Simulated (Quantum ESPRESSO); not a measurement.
# How volume moves the moments of Fe

Wanted: the trend of the moments of Fe with volume.

Program: Quantum ESPRESSO 7.5. Level of theory: PBE; plane waves with GBRV 1.5 PBE potentials, no spin-orbit coupling. Results are calculated unless marked as measured.

## (1) The structure

The structure is cubic, space group Im-3m (No. 229). Conventional cell: a = 2.866 Å, b = 2.866 Å, c = 2.866 Å, α = 90.00°, β = 90.00°, γ = 90.00°. Fe has 8 Fe at 2.48 Å nearest.

The lattice constants were typed from memory of published values and not checked against a source.

## (2) Volume 0.91, ferro +

All lengths scale alike; the factor is that of the volume. Atoms keep their fractional places. Seeded atoms are those given a starting moment.

Input file pw.in:

```
&CONTROL
  calculation = 'scf'
  prefix = 'pwscf'
  outdir = './tmp'
  pseudo_dir = './pseudo'
  disk_io = 'nowf'
  tprnfor = .true.
  tstress = .true.
/
&SYSTEM
  ibrav = 0
  celldm(1) = 8
  nat = 1
  ntyp = 1
  ecutwfc = 40
  ecutrho = 280
  nbnd = 15
  occupations = 'smearing'
  smearing = 'fd'
  degauss = 0.00367493
  nspin = 2
  starting_magnetization(1) = 0.175
/
&ELECTRONS
  conv_thr = 2d-09
  electron_maxstep = 150
  mixing_beta = 0.3
/
ATOMIC_SPECIES
Fe     55.8450 fe_pbe_v1.5.uspp.F.UPF
CELL_PARAMETERS alat
  -0.3280214176482    0.3280214176482    0.3280214176482
   0.3280214176482   -0.3280214176482    0.3280214176482
   0.3280214176482    0.3280214176482   -0.3280214176482
ATOMIC_POSITIONS crystal
Fe      0.0000000000    0.0000000000    0.0000000000
K_POINTS automatic
16 16 16 0 0 0
```

Started as:

```
OMP_NUM_THREADS=1 mpirun -n 4 pw.x -nk 4 -in pw.in > pw.out
```

Log:

```text
Program PWSCF v.7.5 starts

     Message from routine setup:
     using ibrav=0 with symmetry is DISCOURAGED, use correct ibrav instead

     K-points division:     npool     =       4
     Subspace diagonalization in iterative solution of the eigenvalue problem:

     bravais-lattice index     =            0
     lattice parameter (alat)  =       8.0000  a.u.
     unit-cell volume          =      72.2831 (a.u.)^3
     number of atoms/cell      =            1
     number of atomic types    =            1
     number of electrons       =        16.00
     number of Kohn-Sham states=           15
     kinetic-energy cutoff     =      40.0000  Ry
     charge density cutoff     =     280.0000  Ry
     scf convergence threshold =      2.0E-09
     mixing beta               =       0.3000
     number of iterations used =            8  plain     mixing
     Exchange-correlation=  SLA  PW   PBX  PBC
                           (   1   4   3   4   0   0   0)

     celldm(1)=   8.000000  celldm(2)=   0.000000  celldm(3)=   0.000000
     celldm(4)=   0.000000  celldm(5)=   0.000000  celldm(6)=   0.000000

     crystal axes: (cart. coord. in units of alat)
               a(1) = (  -0.328021   0.328021   0.328021 )
               a(2) = (   0.328021  -0.328021   0.328021 )
               a(3) = (   0.328021   0.328021  -0.328021 )

     reciprocal axes: (cart. coord. in units 2 pi/alat)
               b(1) = ( -0.000000  1.524291  1.524291 )
               b(2) = (  1.524291 -0.000000  1.524291 )
               b(3) = (  1.524291  1.524291  0.000000 )

     PseudoPot. # 1 for Fe read from file:
     fe_pbe_v1.5.uspp.F.UPF
     Pseudo is Ultrasoft + core correction, Zval = 16.0

     atomic species   valence    mass     pseudopotential
     Fe               16.00    55.84500     Fe( 1.00)

     Starting magnetic structure
     atomic species   magnetization
     Fe              0.175

     48 Sym. Ops., with inversion, found

   Cartesian axes

     site n.     atom                  positions (alat units)
         1        Fe     tau(   1) = (   0.0000000   0.0000000   0.0000000  )

     number of k points=   145  Fermi-Dirac smearing, width (Ry)=  0.0037

     Number of k-points >= 100: set verbosity='high' to print them.

     Dense  grid:     5721 G-vectors     FFT dimensions: (  25,  25,  25)

     Smooth grid:     2491 G-vectors     FFT dimensions: (  20,  20,  20)

     Check: negative core charge=   -0.000068
     Generating pointlists ...
     new r_m :   0.2344 (alat units)  1.8749 (a.u.) for type    1

     Initial potential from superposition of free atoms

     starting charge      15.0000, renormalised to      16.0000
     Starting wfcs are   13 randomized atomic wfcs +    2 random wfcs

     Self-consistent Calculation

     iteration #  1     ecut=    40.00 Ry     beta= 0.30
     Davidson diagonalization with overlap
     ethr =  1.00E-02,  avg # of iterations =  4.2

     total energy              =    -249.92624587 Ry
     estimated scf accuracy    <       2.18311406 Ry

     total magnetization       =     1.91 Bohr mag/cell
     absolute magnetization    =     1.92 Bohr mag/cell

     iteration #  2     ecut=    40.00 Ry     beta= 0.30
     Davidson diagonalization with overlap
     ethr =  1.00E-02,  avg # of iterations =  1.9

     total energy              =    -250.33803036 Ry
     estimated scf accuracy    <       0.01509797 Ry

     total magnetization       =     2.30 Bohr mag/cell
     absolute magnetization    =     2.33 Bohr mag/cell

     [... further iterations left out ...]

     iteration # 10     ecut=    40.00 Ry     beta= 0.30
     Davidson diagonalization with overlap
     ethr =  1.38E-08,  avg # of iterations =  1.6

     total energy              =    -250.34472897 Ry
     estimated scf accuracy    <       0.00000014 Ry

     total magnetization       =     2.12 Bohr mag/cell
     absolute magnetization    =     2.23 Bohr mag/cell

     iteration # 11     ecut=    40.00 Ry     beta= 0.30
     Davidson diagonalization with overlap
     ethr =  8.71E-10,  avg # of iterations =  1.1

     Magnetic moment per site  (integrated on atomic sphere of radius R)
     atom   1 (R=0.234)  charge= 14.3397  magn=  2.1633

     End of self-consistent calculation

     Number of k-points >= 100: set verbosity='high' to print the bands.

     the Fermi energy is    19.6001 ev

!    total energy              =    -250.34472906 Ry
     estimated scf accuracy    <          1.2E-09 Ry
     smearing contrib. (-TS)   =      -0.00065412 Ry
     internal energy E=F+TS    =    -250.34407494 Ry

     The total energy is F=E-TS. E is the sum of the following terms:
     one-electron contribution =    -107.90751463 Ry
     hartree contribution      =      64.33689436 Ry
     xc contribution           =     -29.26146290 Ry
     ewald contribution        =    -177.51199178 Ry

     total magnetization       =     2.13 Bohr mag/cell
     absolute magnetization    =     2.23 Bohr mag/cell

     convergence has been achieved in  11 iterations

     Forces acting on atoms (cartesian axes, Ry/au):

     atom    1 type  1   force =     0.00000000    0.00000000    0.00000000

     Total force =     0.000000     Total SCF correction =     0.000000

     Computing stress (Cartesian axis) and pressure

          total   stress  (Ry/bohr**3)                   (kbar)     P=      137.15
   0.00093233   0.00000000   0.00000000          137.15        0.00        0.00
   0.00000000   0.00093233   0.00000000            0.00      137.15        0.00
   0.00000000   0.00000000   0.00093233            0.00        0.00      137.15

=------------------------------------------------------------------------------=
   JOB DONE.
=------------------------------------------------------------------------------=
```

Elapsed: 4.3 s, on 4 MPI ranks of Arm Neoverse V2, shared host; peak memory 0.22 GiB; 17 s of CPU time.

Spin moment in the atom's sphere by atom:

```csv
atom,spin moment in the atom's sphere (μB)
Fe1,2.16
```

This step gave:

* smearing term TS: 0.008900 eV
* pressure: 13.71 GPa
* magnetization: 2.125 μB
* absolute magnetization: 2.227 μB
* final state: ferromagnetic

## (3) Volume 0.91, no spin polarisation

Edit pw.in of step 2 so:

```diff
@@ -16,3 +16,3 @@
   ecutrho = 280
-  nbnd = 15
+  nbnd = 14
   occupations = 'smearing'
@@ -20,4 +20,2 @@
   degauss = 0.00367493
-  nspin = 2
-  starting_magnetization(1) = 0.175
 /
```

Log:

```text
     [... lines left out ...]
Program PWSCF v.7.5 starts
     [... lines left out ...]
     number of atoms/cell      =            1
     [... lines left out ...]
     number of electrons       =        16.00
     number of Kohn-Sham states=           14
     kinetic-energy cutoff     =      40.0000  Ry
     charge density cutoff     =     280.0000  Ry
     scf convergence threshold =      2.0E-09
     [... lines left out ...]
     48 Sym. Ops., with inversion, found
     [... lines left out ...]
     number of k points=   145  Fermi-Dirac smearing, width (Ry)=  0.0037
     [... lines left out ...]
     iteration #  9     ecut=    40.00 Ry     beta= 0.30
     [... lines left out ...]
     the Fermi energy is    19.6718 ev
!    total energy              =    -250.31038447 Ry
     estimated scf accuracy    <          2.5E-10 Ry
     smearing contrib. (-TS)   =      -0.00208548 Ry
     [... lines left out ...]
     convergence has been achieved in   9 iterations
     [... lines left out ...]
     Total force =     0.000000     Total SCF correction =     0.000000
     [... lines left out ...]
          total   stress  (Ry/bohr**3)                   (kbar)     P=      -54.15
     [... lines left out ...]
```

The job ended after 2.2 s (4 MPI ranks; peak memory 0.2 GiB).

This step gave:

```
smearing term TS : 0.02837 eV
pressure         : -5.415 GPa
final state      : non-magnetic (no spin polarisation)
```

## (4) Volume 1.09, ferro +

Edit pw.in of step 3 so:

```diff
@@ -16,3 +16,3 @@
   ecutrho = 280
-  nbnd = 14
+  nbnd = 15
   occupations = 'smearing'
@@ -20,2 +20,4 @@
   degauss = 0.00367493
+  nspin = 2
+  starting_magnetization(1) = 0.175
 /
@@ -29,5 +31,5 @@
 CELL_PARAMETERS alat
-  -0.3280214176482    0.3280214176482    0.3280214176482
-   0.3280214176482   -0.3280214176482    0.3280214176482
-   0.3280214176482    0.3280214176482   -0.3280214176482
+  -0.3483618351789    0.3483618351789    0.3483618351789
+   0.3483618351789   -0.3483618351789    0.3483618351789
+   0.3483618351789    0.3483618351789   -0.3483618351789
 ATOMIC_POSITIONS crystal
```

Log:

```text
     [... lines left out ...]
Program PWSCF v.7.5 starts
     [... lines left out ...]
     number of atoms/cell      =            1
     [... lines left out ...]
     number of electrons       =        16.00
     number of Kohn-Sham states=           15
     kinetic-energy cutoff     =      40.0000  Ry
     charge density cutoff     =     280.0000  Ry
     scf convergence threshold =      2.0E-09
     [... lines left out ...]
     48 Sym. Ops., with inversion, found
     [... lines left out ...]
     number of k points=   145  Fermi-Dirac smearing, width (Ry)=  0.0037
     [... lines left out ...]
     iteration # 12     ecut=    40.00 Ry     beta= 0.30
     [... lines left out ...]
     Magnetic moment per site  (integrated on atomic sphere of radius R)
     atom   1 (R=0.249)  charge= 14.4828  magn=  2.6506
     [... lines left out ...]
     the Fermi energy is    15.6897 ev
!    total energy              =    -250.34204737 Ry
     estimated scf accuracy    <          9.2E-10 Ry
     smearing contrib. (-TS)   =      -0.00059158 Ry
     [... lines left out ...]
     total magnetization       =     2.57 Bohr mag/cell
     absolute magnetization    =     2.74 Bohr mag/cell
     convergence has been achieved in  12 iterations
     [... lines left out ...]
     Total force =     0.000000     Total SCF correction =     0.000000
     [... lines left out ...]
          total   stress  (Ry/bohr**3)                   (kbar)     P=     -130.19
     [... lines left out ...]
```

Run time: 4.7 s. Hardware: 4 MPI ranks; peak memory 0.22 GiB; 19 s of CPU time.

Numbers from this step:

| Property | Result |
| --- | --- |
| smearing term TS | 0.008049 eV |
| pressure | -13.02 GPa |
| magnetization | 2.574 μB |
| absolute magnetization | 2.743 μB |
| final state | ferromagnetic |
| largest moment | 2.651 μB |

## (5) The series

The runs not shown differ from these in the moved quantity alone.

States, by row:

```csv
volume,ferro +,no spin polarisation
0.91,ferromagnetic,non-magnetic
0.94,ferromagnetic,non-magnetic
0.97,ferromagnetic,non-magnetic
1,ferromagnetic,non-magnetic
1.03,ferromagnetic,non-magnetic
1.06,ferromagnetic,non-magnetic
1.09,ferromagnetic,non-magnetic
```

The largest site moment, ferro + by volume:

```csv
volume (factor),"largest site moment, ferro + (μB)"
0.9100,2.16
0.9400,2.25
0.9700,2.31
1.0000,2.35
1.0300,2.45
1.0600,2.59
1.0900,2.65
```

The energy less that of the parallel start, no spin polarisation by volume:

```csv
volume (factor),"energy less that of the parallel start, no spin polarisation (meV a seeded atom)"
0.9100,467
0.9400,510
0.9700,552
1.0000,594
1.0300,635
1.0600,679
1.0900,726
```

Table of energy over the lowest by volume; values in meV an atom:

```csv
volume (factor),ferro +,no spin polarisation
0.9100,30.4,498
0.9400,8.00,518
0.9700,0,552
1.0000,5.46,599
1.0300,21.3,656
1.0600,41.6,721
1.0900,66.9,793
```

## (6) Summary of results

| Property | Result |
| --- | --- |
| moment, parallel start | 2.16 to 2.65 μB |
| states met from these starts | ferromagnetic |

What this shows: The moment of the parallel start goes from 2.16 μB at 0.91 to 2.65 μB at 1.09. The net moment of the cell goes from 2.12 to 2.57 μB. The radius of the spheres follows the nearest distance, so part of the change of the site moments is the spheres'. Only a parallel start was run beside the spinless one, so opposed or spiral orders, which may lie lower, are not probed.

[Logs and program files are shortened in this print: banners, set-up blocks, solver, clock and traceback lines can be left out without a mark of their own.]

[Logs are printed without paths, hosts, clocks, repeated set-up lines and the standing remarks that a program may print on its own settings, such as how far it seeks lower states.]

[Hosts, paths, dates, database ids (printed as entryN), source tags and the programs' standing remarks are cut or masked in the printed files.]

[Where a cell is said to come from a database of computed structures, the database is the Materials Project.]
